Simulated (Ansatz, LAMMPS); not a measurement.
## Glassy 72SiO2-17Al2O3-6BaO-6ZnO (mol %) (116 atoms): a single point

What does DFT give for glassy 72SiO2-17Al2O3-6BaO-6ZnO (mol %) (116 atoms) as built?

Calculated with Ansatz 0.2.0; Kohn-Sham DFT, PBE, PAW (set soft_2), plane waves.

### Step 1. The structure

The cell holds 116 atoms: 26 Si, 12 Al, 2 Ba, 2 Zn and 74 O. Cell: a = 11.782 Å, b = 11.782 Å, c = 11.782 Å, α = 90.0°, β = 90.0°, γ = 90.0°. 116 atoms (26 Si, 12 Al, 2 Ba, 2 Zn, 74 O) placed at random at 2.68 g/cm³, melted at 4000 K for 10 ps at fixed volume with the Morse and Coulomb pair potential with partial charges (Pedone, Malavasi, Menziani, Cormack and Segre, J. Phys. Chem. B 110, 11780 (2006)). Quenched from 4000 K to 300 K at 50 K/ps and fixed volume, held 5 ps.

Limits known from the start: The quench rate of 50 K/ps is orders of magnitude faster than experiment, which tends to freeze in extra defects. The network of bonds at the start is that of the classical potential that made the cell, and needn't be the one that DFT or experiment would give. Sampling is at Γ alone, for a cell whose shortest periodic width is 12 Å. The levels lack spin–orbit coupling, which is large for the heavy elements here.

### Step 2. The classical run that made the cell

A classical potential supplies the starting structure, since it reaches far longer times than DFT.

This step: classical MD, Morse and Coulomb pair potential with partial charges (Pedone, Malavasi, Menziani, Cormack and Segre, J. Phys. Chem. B 110, 11780 (2006)) (LAMMPS 22 Jul 2025 - Update 4).

File in.lmp:

```
# melt-quench of Si26Al12Ba2Zn2O74
units metal
atom_style charge
boundary p p p
region box block 0 11.7816 0 11.7816 0 11.7816
create_box 5 box
mass 1 28.0850   # Si
mass 2 26.9815   # Al
mass 3 137.3270   # Ba
mass 4 65.3800   # Zn
mass 5 15.9990   # O
create_atoms 1 random 26 472057 NULL overlap 1.5 maxtry 2000
create_atoms 2 random 12 472064 NULL overlap 1.5 maxtry 2000
create_atoms 3 random 2 472071 NULL overlap 1.5 maxtry 2000
create_atoms 4 random 2 472078 NULL overlap 1.5 maxtry 2000
create_atoms 5 random 74 472085 NULL overlap 1.5 maxtry 2000
pair_style hybrid/overlay pedone 5.5 coul/long 8.0
pair_coeff * * coul/long
pair_coeff 1 5 pedone 0.340554 2.006700 2.100000 1   # Si-O
pair_coeff 2 5 pedone 0.361581 1.900442 2.164818 0.9   # Al-O
pair_coeff 3 5 pedone 0.065011 1.547596 3.393410 5   # Ba-O
pair_coeff 4 5 pedone 0.001221 3.150679 2.851850 1   # Zn-O
pair_coeff 5 5 pedone 0.042395 1.379316 3.618701 22   # O-O
set type 1 charge 2.4
set type 2 charge 1.8
set type 3 charge 1.2
set type 4 charge 1.2
set type 5 charge -1.2
kspace_style pppm 1.0e-4
neigh_modify delay 0 every 1 check yes
thermo_style custom step time temp pe press density
thermo_modify norm yes
timestep 0.002
thermo 100
# [... 15 lines left out ...]
fix md all nvt temp 4000 300 0.2
run 37000 post no
unfix md
thermo 1250
fix md all nvt temp 300 300 0.2
run 2500 post no
unfix md
write_dump all custom glass.dump id type xs ys zs modify sort id
```

Run with:

```console
$ lmp -in in.lmp -log none -nocite
```

Numbers of over 12 decimals in the logs are rounded to 6 here.

The program printed:

```text
LAMMPS (22 Jul 2025 - Update 4)
Created orthogonal box = (0 0 0) to (11.7816 11.7816 11.7816)
Created 26 atoms
Created 12 atoms
Created 2 atoms
Created 2 atoms
Created 74 atoms
PPPM initialization ...
  G vector (1/distance) = 0.37518234
  grid = 12 12 12
  estimated relative force accuracy = 8.441129e-05
   Step          Time           Temp          PotEng         Press         Density
         0   0              0             -0.30262237     613906.36      2.6840296
        84   0.168          0             -15.741067     -39915.965      2.6840296
Loop time of 0.0558838 s on 1 MPI rank(s) for 84 steps with 116 atoms
Minimization stats:
  Stopping criterion = energy tolerance
  Energy initial, next-to-last, final =
     -0.30262236861442  -15.7398083381204  -15.7410668869766
  Force two-norm initial, final = 366.51298 2.7967172
  Iterations, force evaluations = 84 102
   Step          Time           Temp          PotEng         Press         Density
[... 7 lines left out ...]
      2499   4.998          4492.6641     -15.219338      23603.438      2.6840296
      3332   6.664          3708.21       -15.198486      5553.9396      2.6840296
      4165   8.33           4046.5928     -15.193498      39692.735      2.6840296
      4998   9.996          3987.5834     -15.195041      22226.352      2.6840296
      5831   11.662         4668.5177     -15.238428      36637.125      2.6840296
[... 1 line left out ...]
Loop time of 2.38388 s on 1 MPI rank(s) for 5000 steps with 116 atoms
   Step          Time           Temp          PotEng         Press         Density
[... 12 lines left out ...]
Loop time of 16.0922 s on 1 MPI rank(s) for 37000 steps with 116 atoms
   Step          Time           Temp          PotEng         Press         Density
     43000   86             317.0546      -15.918293     -14382.882      2.6840296
     43750   87.5           280.97692     -15.916505     -22122.123      2.6840296
     45000   90             307.27316     -15.915672     -17861.95       2.6840296
     45500   91             305.34221     -15.91598      -20884.082      2.6840296
Loop time of 1.00415 s on 1 MPI rank(s) for 2500 steps with 116 atoms
```

Elapsed: 20 s, on 1 thread of Intel Xeon Platinum 8488C (Sapphire Rapids), shared host; peak memory 0.08 GiB.

### Step 3. Plane-wave single point

One self-consistent run at the given positions yields energy and forces.

File input.yaml:

```yaml
crystal:
  lattice:
    - [11.7816, 0.0, 0.0]
    - [0.0, 11.7816, 0.0]
    - [0.0, 0.0, 11.7816]
  atoms:
    - { symbol: Si, position: [0.34614, 0.03635, 0.72675] }
    - { symbol: Si, position: [0.4758, 0.78357, 0.99743] }
    - { symbol: Si, position: [0.0164, 0.87449, 0.00176] }
    - { symbol: Si, position: [0.88987, 0.04103, 0.83601] }
    - { symbol: Si, position: [0.75967, 0.86707, 0.66237] }
    - { symbol: Si, position: [0.25803, 0.85654, 0.90276] }
    - { symbol: Si, position: [0.97284, 0.93416, 0.25375] }
    - { symbol: Si, position: [0.96792, 0.30586, 0.09267] }
    - { symbol: Si, position: [0.55698, 0.01515, 0.10403] }
    - { symbol: Si, position: [0.74684, 0.07534, 0.52061] }
    - { symbol: Si, position: [0.9538, 0.68365, 0.63309] }
    - { symbol: Si, position: [0.14592, 0.60594, 0.22818] }
    - { symbol: Si, position: [0.08828, 0.84649, 0.4734] }
    - { symbol: Si, position: [0.81464, 0.71141, 0.97152] }
    - { symbol: Si, position: [0.16711, 0.31995, 0.59944] }
    - { symbol: Si, position: [0.73945, 0.46851, 0.95908] }
    - { symbol: Si, position: [0.7438, 0.61719, 0.29567] }
    - { symbol: Si, position: [0.82991, 0.47572, 0.51324] }
    - { symbol: Si, position: [0.17249, 0.65094, 0.75935] }
    - { symbol: Si, position: [0.10744, 0.16837, 0.24497] }
    - { symbol: Si, position: [0.66806, 0.44347, 0.71882] }
    - { symbol: Si, position: [0.34328, 0.05347, 0.25214] }
    - { symbol: Si, position: [0.28754, 0.80825, 0.29933] }
    - { symbol: Si, position: [0.43266, 0.58234, 0.50524] }
    - { symbol: Si, position: [0.41, 0.33008, 0.51821] }
    - { symbol: Si, position: [0.56275, 0.56197, 0.11688] }
    - { symbol: Al, position: [0.3617, 0.45424, 0.27503] }
    - { symbol: Al, position: [0.75399, 0.197, 0.01686] }
    - { symbol: Al, position: [0.5576, 0.99194, 0.37474] }
    - { symbol: Al, position: [0.17654, 0.57224, 0.49206] }
    - { symbol: Al, position: [0.54691, 0.74931, 0.36663] }
    - { symbol: Al, position: [0.72808, 0.85072, 0.19756] }
    - { symbol: Al, position: [0.92913, 0.55199, 0.12695] }
    - { symbol: Al, position: [0.08464, 0.07355, 0.63993] }
    - { symbol: Al, position: [0.61298, 0.69823, 0.77859] }
    - { symbol: Al, position: [0.96507, 0.23658, 0.46688] }
    - { symbol: Al, position: [0.49468, 0.82484, 0.60449] }
    - { symbol: Al, position: [0.56672, 0.19292, 0.67214] }
    - { symbol: Ba, position: [0.66702, 0.29198, 0.31078] }
    - { symbol: Ba, position: [0.39126, 0.44957, 0.83379] }
    - { symbol: Zn, position: [0.08277, 0.42565, 0.85861] }
    - { symbol: Zn, position: [0.03296, 0.42066, 0.35122] }
    - { symbol: O, position: [0.06217, 0.59362, 0.12236] }
    - { symbol: O, position: [0.85722, 0.13912, 0.49111] }
    - { symbol: O, position: [0.42281, 0.78146, 0.30891] }
    - { symbol: O, position: [0.84875, 0.76361, 0.64827] }
    - { symbol: O, position: [0.55772, 0.86843, 0.46218] }
    - { symbol: O, position: [0.29609, 0.28841, 0.56571] }
    - { symbol: O, position: [0.90739, 0.5603, 0.58853] }
    - { symbol: O, position: [0.04431, 0.05475, 0.26567] }
    - { symbol: O, position: [0.60921, 0.94185, 0.22508] }
    - { symbol: O, position: [0.97644, 0.37392, 0.97907] }
    - { symbol: O, position: [0.77588, 0.54667, 0.40853] }
    - { symbol: O, position: [0.00859, 0.86815, 0.35898] }
    - { symbol: O, position: [0.41694, 0.93911, 0.65875] }
    - { symbol: O, position: [0.94963, 0.98511, 0.94739] }
    - { symbol: O, position: [0.21442, 0.81422, 0.42067] }
    - { symbol: O, position: [0.75842, 0.44933, 0.82568] }
    - { symbol: O, position: [0.15993, 0.35568, 0.73033] }
    - { symbol: O, position: [0.64551, 0.10565, 0.07382] }
    - { symbol: O, position: [0.52175, 0.68725, 0.0866] }
    - { symbol: O, position: [0.13791, 0.42926, 0.51086] }
    - { symbol: O, position: [0.24408, 0.14572, 0.25738] }
    - { symbol: O, position: [0.21905, 0.7153, 0.23001] }
    - { symbol: O, position: [0.899, 0.37118, 0.46334] }
    - { symbol: O, position: [0.81221, 0.1359, 0.89268] }
    - { symbol: O, position: [0.83844, 0.93799, 0.2316] }
    - { symbol: O, position: [0.44873, 0.69106, 0.58361] }
    - { symbol: O, position: [0.07299, 0.96015, 0.54879] }
    - { symbol: O, position: [0.7357, 0.35037, 0.01833] }
    - { symbol: O, position: [0.04607, 0.73513, 0.54389] }
    - { symbol: O, position: [0.43408, 0.46111, 0.56929] }
    - { symbol: O, position: [0.61522, 0.56538, 0.73161] }
    - { symbol: O, position: [0.61097, 0.51675, 0.98848] }
    - { symbol: O, position: [0.66115, 0.08488, 0.4114] }
    - { symbol: O, position: [0.73625, 0.71168, 0.8659] }
    - { symbol: O, position: [0.19609, 0.55637, 0.85123] }
    - { symbol: O, position: [0.07995, 0.23731, 0.13316] }
    [... 32 atom lines left out ...]
    - { symbol: O, position: [0.67965, 0.12245, 0.62485] }
    - { symbol: O, position: [0.3435, 0.79938, 0.99375] }
    - { symbol: O, position: [0.14031, 0.8701, 0.9605] }
    - { symbol: O, position: [0.50829, 0.74514, 0.86853] }
    - { symbol: O, position: [0.62914, 0.81519, 0.68087] }
    - { symbol: O, position: [0.22608, 0.77014, 0.7926] }
kpoints:
  mp_grid: { grid: [1, 1, 1] }
hamiltonian:
  xc: pbe
scf:
  occupations: { method: fixed }
output:
  forces: true
  stress: true
  populations: true
  dos:
    method: { smearing: { sigma: 0.15 } }
    de: 0.1
    projected: { site_lists: { Al: [Al], Ba: [Ba], O: [O], Si: [Si], Zn: [Zn] } }
  eigenvalues: true
  write_density: true
  write_potential: true
  volumetric_format: npy
```

Run with:

```console
$ ansatz run input.yaml --threads 8 --pin off --max-ram 15872MiB --backend cpu --events-out ev --progress --plain --runs-dir out
```

The program printed:

```text
Engine: ansatz 0.2.0, x86_64-unknown-linux-gnu
Pseudopotentials: kind: paw
Pseudopotential: Si, paw, valence charge 4, recommended cutoff 420 eV (normal), Si.paw.azcp
Pseudopotential: Al, paw, valence charge 3, recommended cutoff 420 eV (normal), Al.paw.azcp
Pseudopotential: Ba, paw, valence charge 10, recommended cutoff 420 eV (normal), Ba.paw.azcp
Pseudopotential: Zn, paw, valence charge 12, recommended cutoff 420 eV (normal), Zn.paw.azcp
Pseudopotential: O, paw, valence charge 6, recommended cutoff 420 eV (normal), O.paw.azcp
[... 5 lines on functional and potentials left out ...]
Crystal: 116 atoms, lattice volume = 1635.358 Å³
Basis set: ecut = 420 eV, 31919 PW (Γ), exchange–correlation on 160×160×160 points (8 copies of the dense FFT grid, shifted against one another)
Bands: 430, of which v1, the nominal top of the filled ones, is band 314 counted from 1 (313 counted from 0)
Symmetry: 1 space group operations
Space group: P1 (ITA 1), of the structure as read, at distance tolerance 1.2e-4 Å
k-points: 1
[... 11 lines on functional and potentials left out ...]
Initial density: superposition of atomic densities (neutral atoms: chi_scale 0, normalization atom), corrected by the library's trained network
Initial wavefunctions: pseudopotential atomic-orbital guess
Functional: x = pbe(κ = 0.804, μ = 0.219515), c = pbe(β = 0.066725)
SCF iter   1: F=—  HF=-83631.256913 eV  |F-HF|=—  |Δ(HF+E_count)|=         —  Δρ=2.21e-3  dr2=1.62e-1  ethr=1.77e-3  ⟨swp⟩=5.0  Hψ=1696  notcnv=0  defer=113
preconditioner: auto → Resta (q_TF=auto, 2.326 Å⁻¹)  ε∞=3.2  [insulator: Δε(μ)=3.557 eV  Ē_g=15.467 eV  n_scr=364 (ndim 8)  ℏωp=22.9 eV  f_vac=0.167  ε∞_Penn≈3.2]
SCF iter   2: F=—  HF=-83631.242325 eV  |F-HF|=—  |Δ(HF+E_count)|=   1.46e-2  Δρ=1.16e-3  dr2=4.57e-2  ethr=2.58e-5  ⟨swp⟩=2.0  Hψ=682  notcnv=0  defer=114
SCF iter   3: F=—  HF=-83631.238036 eV  |F-HF|=—  |Δ(HF+E_count)|=   4.29e-3  Δρ=6.83e-4  dr2=1.17e-2  ethr=7.28e-6  ⟨swp⟩=3.0  Hψ=579  notcnv=0  defer=114
SCF iter   4: F=—  HF=-83631.235485 eV  |F-HF|=—  |Δ(HF+E_count)|=   2.55e-3  Δρ=2.30e-4  dr2=1.07e-3  ethr=1.86e-6  ⟨swp⟩=2.0  Hψ=579  notcnv=0  defer=114
SCF iter   5: F=—  HF=-83631.235463 eV  |F-HF|=—  |Δ(HF+E_count)|=   2.16e-5  Δρ=1.49e-4  dr2=3.23e-4  ethr=1.71e-7  ⟨swp⟩=2.0  Hψ=582  notcnv=0  defer=114
SCF iter   6: F=—  HF=-83631.235394 eV  |F-HF|=—  |Δ(HF+E_count)|=   6.89e-5  Δρ=3.73e-5  dr2=2.34e-5  ethr=5.14e-8  ⟨swp⟩=2.0  Hψ=593  notcnv=0  defer=113
SCF iter   7: F=—  HF=-83631.235717 eV  |F-HF|=—  |Δ(HF+E_count)|=   3.23e-4  Δρ=1.77e-5  dr2=4.95e-6  ethr=3.72e-9  ⟨swp⟩=2.0  Hψ=742  notcnv=0  defer=112
SCF iter   8: F=—  HF=-83631.235718 eV  |F-HF|=—  |Δ(HF+E_count)|=   1.09e-6  Δρ=8.80e-6  dr2=1.11e-6  ethr=7.88e-10  ⟨swp⟩=2.0  Hψ=624  notcnv=0  defer=112
SCF iter   9: F=—  HF=-83631.235718 eV  |F-HF|=—  |Δ(HF+E_count)|=   1.65e-7  Δρ=2.88e-6  dr2=1.41e-7  ethr=1.77e-10  ⟨swp⟩=2.0  Hψ=545  notcnv=0  defer=112
SCF iter  10: F=-83631.235718 eV  HF=-83631.235718 eV  |F-HF|=2.26e-8  |Δ(HF+E_count)|=   3.67e-9  Δρ=1.64e-6  dr2=4.32e-8  ethr=1.59e-11  ⟨swp⟩=23.0  Hψ=4431  notcnv=0
SCF 1 converged in 10 iterations: F = -83631.235718 eV  dr2 = 4.32e-8
  greatest PAW one-centre occupation: 0.993 electrons in one spin orbital (limit 2), on the Zn atom at site 41 (counted from 0), in its partial waves of l = 2
WARN: The input density's exchange-correlation potential varies sharply where the density is thin. Do not read a vacuum level from v_tot or v_xc, or from such a field of the output density. On a cell that repeats whose density bears no net charge and no dipole along the vacuum's axis use v_es (v_loc + v_h of the components); [...]
SCF converged after 10 iterations
Free energy (F): -83631.235718 eV
Harris-Foulkes:  -83631.235718 eV  (|F-HF|=2.26e-8)
Internal energy: -83631.235718 eV  (E = F + TS)
E sigma→0 (E₀):  -83631.235718 eV
Fermi energy:    3.063311 eV
--- Per-component energies (eV) ---
  E_band       = -2686.751484
  E_kinetic    = 15291.123141
  E_local      = -49204.423219  (includes V_loc(G=0)·N_el)
  E_nonlocal   = 5664.223927
  E_hartree    = 19136.099444
  E_xc         = -8042.681739
  E_vxc        = -8984.859633  (∫ρ·V_xc dr)
  E_paw        = -44835.218090  (= ΣΔE_a)
  E_vpaw       = -3725.208332  (= ΣTr[D̂ρ^β])
  E_aug_tail   = 0.188641  (compensation charges beyond the density's cutoff)
  E_ewald      = -21640.547823
  E_smearing   = -0.000000  (= −TS)
  E_closure    = 0.000000  (closes the sum)
  Σ components = -83631.235718   (vs F -83631.235718, Δ=0.00e0)
--- Forces (eV/Å), atoms counted from 1 ---
  atom   1  Si     0.85053298    -1.25760618     0.86437505
  atom   2  Si     2.19072836     0.05034729    -1.70759358
  atom   3  Si    -4.06527764     1.13183774     0.66640248
  atom   4  Si    -1.53042045    -1.80556085    -0.04957914
  atom   5  Si     1.25456033     0.97554017     1.34251827
  atom   6  Si     1.36414593    -1.49977201    -2.68709248
  atom   7  Si    -0.89667844     1.92094478    -2.92468243
  atom   8  Si    -1.27562760    -0.57819062     1.90864694
  atom   9  Si    -2.03083188    -3.00548324     2.52437619
  atom  10  Si    -1.51153817    -2.09010342     0.20852108
  atom  11  Si     1.14585408    -0.81561178     0.85145172
  atom  12  Si     0.72984202    -3.49658624    -0.37770242
  atom  13  Si     0.02504585     1.73756783    -1.21888665
  atom  14  Si    -4.49260285     1.39793652     1.81708326
[...]
atom 115  O      0.24585399    -0.43236058    -0.27981465
  atom 116  O      1.12080517     1.29721183     0.92674008
  max |Σ_I F_I| component: 1.01e-4 eV/Å
--- Stress (GPa, compression-positive) ---
        5.827901      -0.724645       0.571365
       -0.724644       4.431710      -0.845162
        0.571372      -0.845155       3.393703
  P = ⅓ Tr σ = 4.5511 GPa (45.511 kbar)
--- Band table (eV) ---
  k-point 0: bands = ["-24.7296", "-23.7771", "-17.6978", "-17.5085", [... 414 levels ...], "12.8763", "12.9446", "12.9657", "12.9682", "13.0458", "13.0526", "13.0859", "13.1241", "13.1529", "13.2020", "13.2300", "13.2591"]
--- Löwdin populations: 116 sites ---
  site symbol       q [e]
     0     Si      2.2551
     1     Si      2.2104
     2     Si      2.1841
[...]
115      O      6.7951
  spilling = 0.011955 (of n_electrons = 628.000000)
```

The job ended after 10 s (8 threads of Intel Xeon Platinum 8488C (Sapphire Rapids), shared host; peak memory 2.5 GiB).

The column dr2 measures how far the density is from self-consistency, as an energy; F and HF (Harris–Foulkes) agree once it is small.

The program notes that the exchange-correlation potential is rough where the density is thin.

Read from the output:

```
free energy                                      : -83631.2357 eV
free energy per atom                             : -720.9589 eV/atom
SCF cycles                                       : 10
pressure                                         : 4.551 GPa
r.m.s. force component                           : 1.372 eV/Å
longest force                                    : 5.535 eV/Å
Fermi energy                                     : 3.063 eV
gap (highest filled to lowest empty level) : 3.481 eV
spilling of the projection                       : 0.01196
```

Length of the force by element:

```
element  coordination  atoms  mean length of the force (eV/Å)  spread  least   most
     Al           all     12                             1.96   0.876  0.886   3.24
     Ba           all      2                            0.593   0.196  0.397  0.788
      O           all     74                             1.93   0.982  0.355   4.62
     Si           all     26                             2.92    1.04   1.00   5.53
     Zn           all      2                            0.739   0.415  0.324   1.15
```

Löwdin charges by element (they lack the spilled electrons, 0.065 e an atom on average):

```
element  coordination  atoms  mean charge (e)  spread  least    most
     Al           all     12             1.37   0.025   1.30    1.40
     Ba           all      2             1.90  0.0131   1.88    1.91
      O           all     74           -0.832  0.0461  -1.01  -0.758
     Si           all     26             1.77  0.0289   1.69    1.82
     Zn           all      2             1.50  0.0249   1.47    1.52
```

Density of states as counts of states in windows of 1 eV (from the Fermi level), total and the larger projections:

```
from (eV)  to (eV)  total   O p  Si p  Zn d
      -14      -13    1.1   0.0   0.0   0.0
      -13      -12    7.2   0.1   0.0   0.0
      -12      -11    3.7   0.1   0.0   0.0
      -11      -10    0.7   0.5   0.0   0.0
      -10       -9    9.3   6.3   0.4   0.0
       -9       -8   13.6   9.4   0.8   0.1
       -8       -7   19.0  13.6   1.5   0.1
       -7       -6   35.6  26.2   4.1   1.1
       -6       -5   54.4  33.0   5.1  12.4
       -5       -4   51.5  38.6   4.3   3.6
       -4       -3   66.8  57.3   3.2   1.4
       -3       -2   70.0  64.0   1.9   0.5
       -2       -1   82.3  76.9   1.5   0.5
       -1        0   57.3  54.9   0.6   0.2
        0        1    3.4   3.3   0.0   0.0
        1        3    0.0   0.0   0.0   0.0
        3        4    2.4   0.2   0.1   0.0
        4        5   14.4   0.8   0.7   0.0
```

With fixed occupations the program's Fermi level is the highest filled level; weight inside the gap is the broadening of levels at its edges.

Between -26 and -14 eV lie 148 more states.

The levels nearest the highest filled one (over half full), pooled over k-points and spins:

```
level less the highest filled one (eV)  occupation
                                -0.130           2
                                -0.093           2
                               -0.0917           2
                               -0.0505           2
                               -0.0095           2
                                     0           2
                                  3.48           0
                                  4.11           0
                                  4.28           0
                                  4.32           0
                                  4.57           0
                                  4.58           0
```

(Continued in part 2 of 2.)

[Logs are printed without paths, hosts, clocks, repeated set-up lines and the standing remarks that a program may print on its own settings, such as how far it seeks lower states.]

[Hosts, paths, dates, database ids (printed as entryN), source tags and the programs' standing remarks are cut or masked in the printed files.]
